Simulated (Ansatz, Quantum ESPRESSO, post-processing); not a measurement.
# MgS(001): dielectric constant from slabs in a field, part 6 of 7

Aim: the dielectric constant along the normal from slabs of two thicknesses in a field, starting with MgS(001), 5 layers.

Quantum ESPRESSO 7.5; plane-wave DFT, PBE, GBRV ultrasoft pseudopotentials; geometry by Ansatz 0.2.0 with PAW datasets.

So far. Step 12 (Relaxed-ion response of the slab in a field, 5 layers): ε = 0.1000 / 0.0095 = 10.56. Step 13 (Geometry from Ansatz, 9 layers): The relaxation lowers the energy by 7 meV an atom.

## Step 14: Self-consistent run, 9 layers: no field

Level of this step: plane-wave DFT, PBE, GBRV ultrasoft pseudopotentials (Quantum ESPRESSO 7.5).

n9.f0.in reads:

```
&control
  prefix = 'n9.f0'
  outdir = './out'
  pseudo_dir = './pseudo'
  calculation = 'scf'
  tprnfor = .true.
  tefield = .true.
  dipfield = .true.
/
&system
  ibrav = 0
  nat = 18
  ntyp = 2
  ecutwfc = 40
  ecutrho = 200
  occupations = 'fixed'
  edir = 3
  emaxpos = 0.97
  eopreg = 0.04
  eamp = 0.0
/
&electrons
  conv_thr = 1e-10
  mixing_beta = 0.5
  electron_maxstep = 120
/
ATOMIC_SPECIES
  Mg  24.3050  mg_pbe_v1.4.uspp.F.UPF
  S   32.0600  s_pbe_v1.4.uspp.F.UPF
CELL_PARAMETERS angstrom
  3.69816846560000 0.00000000000000 0.00000000000000
  0.00000000000000 3.69816846560000 0.00000000000000
  0.00000000000000 0.00000000000000 36.92000000000000
ATOMIC_POSITIONS crystal
  Mg  -0.000000000000 0.000000000000 0.220179970739
  S   0.500000000000 0.500000000000 0.214668655650
  Mg  0.500000000000 0.500000000000 0.285986463741
  S   -0.000000000000 0.000000000000 0.288252258513
  Mg  -0.000000000000 0.000000000000 0.358863128375
  S   0.500000000000 0.500000000000 0.358098334139
  Mg  0.500000000000 0.500000000000 0.429021179015
  S   0.000000000000 0.000000000000 0.429269319583
  Mg  0.000000000000 0.000000000000 0.499999999916
  S   0.500000000000 0.500000000000 0.500000000629
  Mg  0.500000000000 0.500000000000 0.570978820002
  S   0.000000000000 0.000000000000 0.570730680855
  Mg  0.000000000000 0.000000000000 0.641136871825
  S   0.500000000000 0.500000000000 0.641901665573
  Mg  0.500000000000 0.500000000000 0.714013535077
  S   -0.000000000000 0.000000000000 0.711747742231
  Mg  -0.000000000000 0.000000000000 0.779820028799
  S   0.500000000000 0.500000000000 0.785331345339
K_POINTS automatic
  6 6 1 0 0 0
```

Started as:

```bash
OMP_NUM_THREADS=1 mpirun -n 8 pw.x -nk 2 -in n9.f0.in > n9.f0.out
```

Output:

```text
[banner, memory and clock lines left out]
Program PWSCF v.7.5 starts
[...]
number of electrons       =       144.00
     number of Kohn-Sham states=           72
     kinetic-energy cutoff     =      40.0000  Ry
     charge density cutoff     =     200.0000  Ry
[...]
number of k points=    20
[...]
Dense  grid:   162859 G-vectors     FFT dimensions: (  32,  32, 320)
[...]
negative rho (up, down):  8.015E-04 0.000E+00
[...]
Starting wfcs are   81 randomized atomic wfcs
[...]
negative rho (up, down):  2.397E-04 0.000E+00
[...]
estimated scf accuracy    <       1.75998092 Ry
[...]
negative rho (up, down):  1.347E-04 0.000E+00
[...]
estimated scf accuracy    <       0.09592010 Ry
[...]
negative rho (up, down):  1.292E-04 0.000E+00
[...]
estimated scf accuracy    <       0.01833689 Ry
[...]
negative rho (up, down):  1.067E-04 0.000E+00
[...]
estimated scf accuracy    <       0.00097204 Ry
[...]
negative rho (up, down):  9.388E-05 0.000E+00
[...]
estimated scf accuracy    <       0.00024777 Ry
[...]
negative rho (up, down):  8.677E-05 0.000E+00
[...]
estimated scf accuracy    <       0.00007810 Ry
[...]
negative rho (up, down):  8.320E-05 0.000E+00
[...]
estimated scf accuracy    <       0.00001073 Ry
[...]
negative rho (up, down):  8.159E-05 0.000E+00
[...]
estimated scf accuracy    <       0.00000226 Ry
[...]
negative rho (up, down):  8.070E-05 0.000E+00
[...]
estimated scf accuracy    <       0.00000062 Ry
[...]
negative rho (up, down):  8.017E-05 0.000E+00
[...]
estimated scf accuracy    <       0.00000012 Ry
[...]
negative rho (up, down):  7.990E-05 0.000E+00
[...]
estimated scf accuracy    <          8.3E-09 Ry
[...]
negative rho (up, down):  7.976E-05 0.000E+00
[...]
estimated scf accuracy    <          1.3E-09 Ry
[...]
negative rho (up, down):  7.969E-05 0.000E+00
[...]
estimated scf accuracy    <          1.8E-10 Ry
[...]
negative rho (up, down):  7.965E-05 0.000E+00
[...]
Total length         66.9779 bohr
[...]
estimated scf accuracy    <          1.1E-10 Ry
[...]
negative rho (up, down):  7.962E-05 0.000E+00
[...]
Computed dipole along edir(3) :
        Dipole                0.0000 Ry au,          0.0000 Debye
        Dipole field          0.0000 Ry au,
        Potential amp.       -0.0000 Ry
        Total length         66.9779 bohr
[...]
highest occupied level (ev):     1.8798
!    total energy              =   -1346.65241015 Ry
     estimated scf accuracy    <          2.2E-11 Ry
[...]
one-electron contribution =   -9233.49654869 Ry
     hartree contribution      =    4610.58518601 Ry
     xc contribution           =    -229.15262763 Ry
     ewald contribution        =    3505.41158016 Ry
     electric field correction =       0.00000000 Ry
     convergence has been achieved in  15 iterations
     negative rho (up, down):  7.962E-05 0.000E+00
[...]
Total force =     0.000404     Total SCF correction =     0.000018
[...]
```

The job ended after 1.9 min (8 MPI ranks of Arm Neoverse V2, shared host; peak memory 1.5 GiB; 15 min of CPU time).

Numbers from this step:

```
free energy                    : -18322.1394 eV
dipole along the normal        : 0 e·Å
valence top, on the run's zero : 1.880 eV
```

## Step 15: Potential by pp.x, 9 layers

n9.f0.pot.in reads:

```
&inputpp
  prefix = 'n9.f0'
  outdir = './out'
  filplot = 'n9.f0.pot.dat'
  plot_num = 11
/
```

Started as:

```bash
OMP_NUM_THREADS=1 mpirun -n 8 pp.x -in n9.f0.pot.in > n9.f0.pot.out
```

Elapsed: 1 s, on 8 MPI ranks; peak memory 0.12 GiB; 7.4 s of CPU time.

This step gave:

| Item | Value |
| --- | --- |
| slope of the potential above | 7.18e-5 eV/Å |
| upper vacuum line continued to the top atoms, over the valence top | 5.446 eV |
| slope of the potential below | -6.00e-5 eV/Å |
| lower vacuum line continued to the bottom atoms, over the valence top | 5.446 eV |
| vacuum level at the upper face over the valence top of the mesh | 5.447 eV |
| vacuum level at the lower face over the valence top of the mesh | 5.447 eV |

## Step 16: Self-consistent run, 9 layers: field 0.1 V/Å

n9.f1.in is the input of step 14 with these lines changed:

```diff
@@ -1,3 +1,3 @@
 &control
-  prefix = 'n9.f0'
+  prefix = 'n9.f1'
   outdir = './out'
@@ -19,3 +19,3 @@
   eopreg = 0.04
-  eamp = 0.0
+  eamp = 0.00194469
 /
```

Started as:

```bash
OMP_NUM_THREADS=1 mpirun -n 8 pw.x -nk 2 -in n9.f1.in > n9.f1.out
```

Output:

```text
[banner, memory and clock lines left out]
Program PWSCF v.7.5 starts
[...]
number of electrons       =       144.00
     number of Kohn-Sham states=           72
     kinetic-energy cutoff     =      40.0000  Ry
     charge density cutoff     =     200.0000  Ry
[...]
number of k points=    20
[...]
Dense  grid:   162859 G-vectors     FFT dimensions: (  32,  32, 320)
[...]
negative rho (up, down):  8.015E-04 0.000E+00
[...]
Starting wfcs are   81 randomized atomic wfcs
[...]
negative rho (up, down):  2.461E-04 0.000E+00
[...]
estimated scf accuracy    <       1.76405093 Ry
[...]
negative rho (up, down):  1.378E-04 0.000E+00
[...]
estimated scf accuracy    <       0.10090608 Ry
[...]
negative rho (up, down):  1.111E-04 0.000E+00
[...]
estimated scf accuracy    <       0.02294587 Ry
[...]
negative rho (up, down):  9.999E-05 0.000E+00
[...]
estimated scf accuracy    <       0.01537294 Ry
[...]
negative rho (up, down):  9.085E-05 0.000E+00
[...]
estimated scf accuracy    <       0.00139514 Ry
[...]
negative rho (up, down):  8.572E-05 0.000E+00
[...]
estimated scf accuracy    <       0.00023010 Ry
[...]
negative rho (up, down):  8.272E-05 0.000E+00
[...]
estimated scf accuracy    <       0.00003548 Ry
[...]
negative rho (up, down):  8.115E-05 0.000E+00
[...]
estimated scf accuracy    <       0.00001186 Ry
[...]
negative rho (up, down):  8.042E-05 0.000E+00
[...]
estimated scf accuracy    <       0.00000108 Ry
[...]
negative rho (up, down):  8.000E-05 0.000E+00
[...]
estimated scf accuracy    <       0.00000104 Ry
[...]
negative rho (up, down):  7.976E-05 0.000E+00
[...]
estimated scf accuracy    <       0.00000012 Ry
[...]
negative rho (up, down):  7.963E-05 0.000E+00
[...]
estimated scf accuracy    <       0.00000002 Ry
[...]
negative rho (up, down):  7.956E-05 0.000E+00
[...]
estimated scf accuracy    <          3.6E-09 Ry
[...]
negative rho (up, down):  7.952E-05 0.000E+00
[...]
estimated scf accuracy    <          6.7E-10 Ry
[...]
negative rho (up, down):  7.948E-05 0.000E+00
[...]
Computed dipole along edir(3) :
        Dipole                0.2825 Ry au,          0.7179 Debye
        Dipole field          0.0010 Ry au,
        E field amplitude [Ha a.u.]:  1.9447E-03
        Potential amp.        0.1210 Ry
        Total length         66.9779 bohr
[...]
highest occupied level (ev):     1.9470
!    total energy              =   -1346.65295926 Ry
     estimated scf accuracy    <          7.3E-11 Ry
[...]
one-electron contribution =   -9233.49321851 Ry
     hartree contribution      =    4610.58201520 Ry
     xc contribution           =    -229.15253177 Ry
     ewald contribution        =    3505.41158016 Ry
     electric field correction =      -0.00080435 Ry
     convergence has been achieved in  15 iterations
     negative rho (up, down):  7.948E-05 0.000E+00
[...]
Total force =     0.006921     Total SCF correction =     0.000034
[...]
```

The job ended after 1.9 min (8 MPI ranks; peak memory 1.2 GiB).

Numbers from this step:

```
free energy                    : -18322.1469 eV
dipole along the normal        : 0.1495 e·Å
valence top, on the run's zero : 1.947 eV
```

## Step 17: Potential by pp.x, 9 layers

n9.f1.pot.in reads:

```
&inputpp
  prefix = 'n9.f1'
  outdir = './out'
  filplot = 'n9.f1.pot.dat'
  plot_num = 11
/
```

Started as:

```bash
OMP_NUM_THREADS=1 mpirun -n 8 pp.x -in n9.f1.pot.in > n9.f1.pot.out
```

Run time: 1 s. Hardware: 8 MPI ranks; peak memory 0.12 GiB.

Numbers from this step:

* slope of the potential above: 0.1001 eV/Å
* upper vacuum line continued to the top atoms, over the valence top: 5.462 eV
* slope of the potential below: 0.09993 eV/Å
* lower vacuum line continued to the bottom atoms, over the valence top: 5.332 eV

The slope in the vacuum is 0.100 eV/Å for an applied 0.10 V/Å, as it should be.

## Step 18: Clamped-ion dielectric constant from the field inside the slab, 9 layers

This step gave:

- change of slope in the vacuum: 0.09998 eV/Å
- polarisability a cell: 21.53 Å³
- sheet polarisability 4πα/A: 19.78 Å
- change of slope inside: 0.01838 eV/Å
- dielectric constant: 5.440

Running mean over one layer period, set to zero at the slab's centre. Table of change of the potential energy, second field less first by z:

```csv
z (Å),"change of the potential energy, second field less first (eV)"
0,-0.241
1,-0.653
2,-0.656
3,-0.556
4,-0.457
5,-0.359
6,-0.273
7,-0.216
8,-0.189
9,-0.172
10,-0.155
11,-0.137
12,-0.119
13,-0.100
14,-0.0820
15,-0.0637
16,-0.0453
17,-0.0268
18,-0.00844
19,0.00991
20,0.0283
21,0.0467
22,0.0652
23,0.0835
24,0.102
25,0.120
26,0.139
27,0.157
28,0.174
29,0.190
30,0.220
31,0.281
32,0.368
33,0.466
34,0.566
35,0.611
36,0.270
```

ε = 0.1000 / 0.0184 = 5.44.

## Step 19: By thickness

Table of sheet polarisability 4πα/A by layers:

```csv
layers,sheet polarisability 4πα/A (Å)
5.00,11.2
9.00,19.8
```

Dielectric constant against layers:

```csv
layers,dielectric constant
5.00,5.46
9.00,5.44
```

## Step 20: SCF with pw.x, 5 layers, with ecutwfc = 50, ecutrho = 400 and nosym = True

How much does a setting matter? One run is repeated with a change.

n5.f1.w0.in reads:

```
&control
  prefix = 'n5.f1.w0'
  outdir = './out'
  pseudo_dir = './pseudo'
  calculation = 'scf'
  tprnfor = .true.
  tefield = .true.
  dipfield = .true.
/
&system
  ibrav = 0
  nat = 10
  ntyp = 2
  ecutwfc = 50
  ecutrho = 400
  occupations = 'fixed'
  edir = 3
  emaxpos = 0.97
  eopreg = 0.04
  eamp = 0.00194469
  nosym = .true.
/
&electrons
  conv_thr = 1e-10
  mixing_beta = 0.5
  electron_maxstep = 120
/
ATOMIC_SPECIES
  Mg  24.3050  mg_pbe_v1.4.uspp.F.UPF
  S   32.0600  s_pbe_v1.4.uspp.F.UPF
CELL_PARAMETERS angstrom
  3.69816846560000 0.00000000000000 0.00000000000000
  0.00000000000000 3.69816846560000 0.00000000000000
  0.00000000000000 0.00000000000000 26.46000000000000
ATOMIC_POSITIONS crystal
  Mg  -0.000000000000 0.000000000000 0.307062494008
  S   0.500000000000 0.500000000000 0.299543126174
  Mg  0.500000000000 0.500000000000 0.399245262522
  S   -0.000000000000 0.000000000000 0.402016498469
  Mg  -0.000000000000 0.000000000000 0.500000002397
  S   0.500000000000 0.500000000000 0.499999995728
  Mg  0.500000000000 0.500000000000 0.600754743960
  S   0.000000000000 0.000000000000 0.597983497093
  Mg  0.000000000000 0.000000000000 0.692937510246
  S   0.500000000000 0.500000000000 0.700456869403
K_POINTS automatic
  6 6 1 0 0 0
```

Started as:

```bash
OMP_NUM_THREADS=1 mpirun -n 8 pw.x -nk 2 -in n5.f1.w0.in > n5.f1.w0.out
```

Output:

```text
[banner, memory and clock lines left out]
Program PWSCF v.7.5 starts
[citation notice left out]

[...]
bravais-lattice index     =            0
     lattice parameter (alat)  =       6.9885  a.u.
     unit-cell volume          =    2442.0796 (a.u.)^3
     number of atoms/cell      =           10
     number of atomic types    =            2
     number of electrons       =        80.00
     number of Kohn-Sham states=           40
     kinetic-energy cutoff     =      50.0000  Ry
     charge density cutoff     =     400.0000  Ry
     scf convergence threshold =      1.0E-10
     mixing beta               =       0.5000
     number of iterations used =            8  plain     mixing
     Exchange-correlation=  SLA  PW   PBX  PBC
                           (   1   4   3   4   0   0   0)

[...]
PseudoPot. # 1 for Mg read from file:
     ./pseudo/mg_pbe_v1.4.uspp.F.UPF
     Pseudo is Ultrasoft, Zval = 10.0
     Generated by new atomic code, or converted to UPF format
     Using radial grid of  821 points,  7 beta functions with:
                l(1) =   0
                l(2) =   0
                l(3) =   0
                l(4) =   1
                l(5) =   1
                l(6) =   2
                l(7) =   2
     Q(r) pseudized with  8 coefficients,  rinner =    1.200   1.200   1.200
                                                       1.200   1.200

     PseudoPot. # 2 for S  read from file:
     ./pseudo/s_pbe_v1.4.uspp.F.UPF
     Pseudo is Ultrasoft + core correction, Zval =  6.0
     Generated by new atomic code, or converted to UPF format
     Using radial grid of  907 points,  6 beta functions with:
                l(1) =   0
                l(2) =   0
                l(3) =   1
                l(4) =   1
                l(5) =   2
                l(6) =   2
     Q(r) pseudized with  8 coefficients,  rinner =    1.300   1.300   1.300
                                                       1.300   1.300

     atomic species   valence    mass     pseudopotential
     Mg               10.00    24.30500     Mg( 1.00)
     S                 6.00    32.06000     S ( 1.00)

     No symmetry found

[...]
number of k points=    20
[...]
Dense  grid:   330019 G-vectors     FFT dimensions: (  45,  45, 320)

     Smooth grid:   116705 G-vectors     FFT dimensions: (  32,  32, 225)

     Initial potential from superposition of free atoms

     starting charge      78.4987, renormalised to      80.0000

     negative rho (up, down):  6.673E-04 0.000E+00

     Adding external electric field

     Computed dipole along edir(3) :
        Dipole                0.0000 Ry au,          0.0000 Debye
        Dipole field          0.0000 Ry au,

        E field amplitude [Ha a.u.]:  1.9447E-03
        Potential amp.        0.1867 Ry
        Total length         48.0021 bohr

     Starting wfcs are   45 randomized atomic wfcs

     per-process dynamical memory:    76.0 Mb

     Self-consistent Calculation

     iteration #  1     ecut=    50.00 Ry     beta= 0.50
     Davidson diagonalization with overlap
     ethr =  1.00E-02,  avg # of iterations =  2.0

     negative rho (up, down):  5.512E-05 0.000E+00

     Adding external electric field

     Computed dipole along edir(3) :
        Dipole                0.2590 Ry au,          0.6582 Debye
        Dipole field          0.0013 Ry au,

        E field amplitude [Ha a.u.]:  1.9447E-03
        Potential amp.        0.0588 Ry
        Total length         48.0021 bohr

     total energy              =    -747.88306559 Ry
     estimated scf accuracy    <       1.01900619 Ry

     iteration #  2     ecut=    50.00 Ry     beta= 0.50
[...]
negative rho (up, down):  2.091E-05 0.000E+00

[...]
Dipole                0.0414 Ry au,          0.1054 Debye
[...]
E field amplitude [Ha a.u.]:  1.9447E-03
[...]
total energy              =    -748.11478465 Ry
     estimated scf accuracy    <       0.06155248 Ry

     iteration #  3     ecut=    50.00 Ry     beta= 0.50
[...]
negative rho (up, down):  1.477E-04 0.000E+00

[...]
Dipole                0.2848 Ry au,          0.7239 Debye
[...]
E field amplitude [Ha a.u.]:  1.9447E-03
[...]
total energy              =    -748.11739746 Ry
     estimated scf accuracy    <       0.01281079 Ry

     iteration #  4     ecut=    50.00 Ry     beta= 0.50
[...]
negative rho (up, down):  2.233E-04 0.000E+00

[...]
Dipole                0.1115 Ry au,          0.2834 Debye
[...]
E field amplitude [Ha a.u.]:  1.9447E-03
[...]
total energy              =    -748.11782786 Ry
     estimated scf accuracy    <       0.00553008 Ry

     iteration #  5     ecut=    50.00 Ry     beta= 0.50
[...]
negative rho (up, down):  2.603E-04 0.000E+00

[...]
Dipole                0.1551 Ry au,          0.3943 Debye
[...]
E field amplitude [Ha a.u.]:  1.9447E-03
[...]
total energy              =    -748.11896696 Ry
     estimated scf accuracy    <       0.00088440 Ry

     iteration #  6     ecut=    50.00 Ry     beta= 0.50
[...]
negative rho (up, down):  2.781E-04 0.000E+00

[...]
Dipole                0.1700 Ry au,          0.4322 Debye
[...]
E field amplitude [Ha a.u.]:  1.9447E-03
[...]
total energy              =    -748.11907859 Ry
     estimated scf accuracy    <       0.00005777 Ry

[...]
iteration # 12     ecut=    50.00 Ry     beta= 0.50
[...]
negative rho (up, down):  2.939E-04 0.000E+00

[...]
Dipole                0.1605 Ry au,          0.4080 Debye
[...]
E field amplitude [Ha a.u.]:  1.9447E-03
[...]
total energy              =    -748.11910627 Ry
     estimated scf accuracy    <       0.00000007 Ry

     iteration # 13     ecut=    50.00 Ry     beta= 0.50
[...]
negative rho (up, down):  2.940E-04 0.000E+00

[...]
Dipole                0.1606 Ry au,          0.4081 Debye
[...]
E field amplitude [Ha a.u.]:  1.9447E-03
[...]
total energy              =    -748.11910628 Ry
     estimated scf accuracy    <          1.9E-09 Ry

     iteration # 14     ecut=    50.00 Ry     beta= 0.50
[...]
negative rho (up, down):  2.941E-04 0.000E+00

[...]
Dipole                0.1606 Ry au,          0.4083 Debye
[...]
E field amplitude [Ha a.u.]:  1.9447E-03
[...]
total energy              =    -748.11910629 Ry
     estimated scf accuracy    <          1.1E-09 Ry

     iteration # 15     ecut=    50.00 Ry     beta= 0.50
[...]
negative rho (up, down):  2.941E-04 0.000E+00

[...]
Dipole                0.1606 Ry au,          0.4082 Debye
[...]
E field amplitude [Ha a.u.]:  1.9447E-03
[...]
End of self-consistent calculation

          k = 0.0000 0.0000 0.0000 ( 14561 PWs)   bands (ev):

   -74.8322 -74.6623 -74.5154 -74.4265 -74.4159 -41.6308 -41.5781 -41.5781
   -41.4618 -41.4077 -41.4077 -41.2850 -41.2850 -41.2718 -41.1983 -41.1891
   -41.1891 -41.1856 -41.1856 -41.1722 -12.1921 -11.8857 -11.3048 -10.9752
   -10.7184  -3.5826  -2.9322  -1.7861  -1.2602  -1.2602  -0.9667  -0.9667
    -0.9136  -0.4399  -0.4399  -0.1178  -0.1069  -0.1069   0.1963   0.1963

          k = 0.0000 0.1667 0.0000 ( 14532 PWs)   bands (ev):

   -74.8322 -74.6623 -74.5153 -74.4264 -74.4159 -41.6307 -41.5789 -41.5780
   -41.4617 -41.4085 -41.4076 -41.2858 -41.2850 -41.2717 -41.1983 -41.1899
   -41.1890 -41.1864 -41.1855 -41.1721 -12.0258 -11.7398 -11.1849 -10.8933
   -10.6758  -3.4720  -3.1133  -2.4555  -2.1385  -1.4941  -1.4652  -1.1245
    -0.9725  -0.8534  -0.7343  -0.3574  -0.1644  -0.0662   0.0386   0.1876

[...]
highest occupied level (ev):     0.1963

!    total energy              =    -748.11910629 Ry
     estimated scf accuracy    <          2.4E-11 Ry

     The total energy is the sum of the following terms:
     one-electron contribution =   -4148.11908527 Ry
     hartree contribution      =    2065.77132850 Ry
     xc contribution           =    -127.23700233 Ry
     ewald contribution        =    1461.46614472 Ry
     electric field correction =      -0.00049190 Ry

     convergence has been achieved in  15 iterations

     negative rho (up, down):  2.941E-04 0.000E+00

     Forces acting on atoms (cartesian axes, Ry/au):

     atom    1 type  1   force =     0.00000000    0.00000004    0.00157651
     atom    2 type  2   force =    -0.00000001   -0.00000000   -0.00141220
     atom    3 type  1   force =     0.00000002   -0.00000001    0.00166905
     atom    4 type  2   force =    -0.00000000    0.00000000   -0.00168361
     atom    5 type  1   force =     0.00000002   -0.00000002    0.00167220
     atom    6 type  2   force =    -0.00000001   -0.00000001   -0.00168893
     atom    7 type  1   force =     0.00000000   -0.00000002    0.00162682
     atom    8 type  2   force =    -0.00000000    0.00000001   -0.00160470
     atom    9 type  1   force =    -0.00000001    0.00000001    0.00135128
     atom   10 type  2   force =     0.00000001    0.00000000   -0.00150642

     Total force =     0.005007     Total SCF correction =     0.000021

[...]
```

Wall time 47 s (8 MPI ranks); peak memory 1.9 GiB; 6.3 min of CPU time.

Beside the run it was changed from:

```csv
quantity,this run,unchanged run,difference
dipole along the normal (e·Å),0.08498,0.08498,0
free energy (eV),-10178.68,-10178.66,-0.016
wall time (s),47,37,
SCF iterations,15,15,
```

The free energy moves by -1.6 meV an atom.

The physical values in this table stay within 0.05 %.

(Continued in part 7 of 7.)

[Logs are printed without paths, hosts, clocks, repeated set-up lines and the standing remarks that a program may print on its own settings, such as how far it seeks lower states.]

[Hosts, paths, dates, database ids (printed as entryN), source tags and the programs' standing remarks are cut or masked in the printed files.]

[Maps of the electrostatic potential energy from Ansatz leave out the sawtooth potential of an applied field or a dipole correction, so their vacuum need not be flat; planar profiles and work functions include it.]
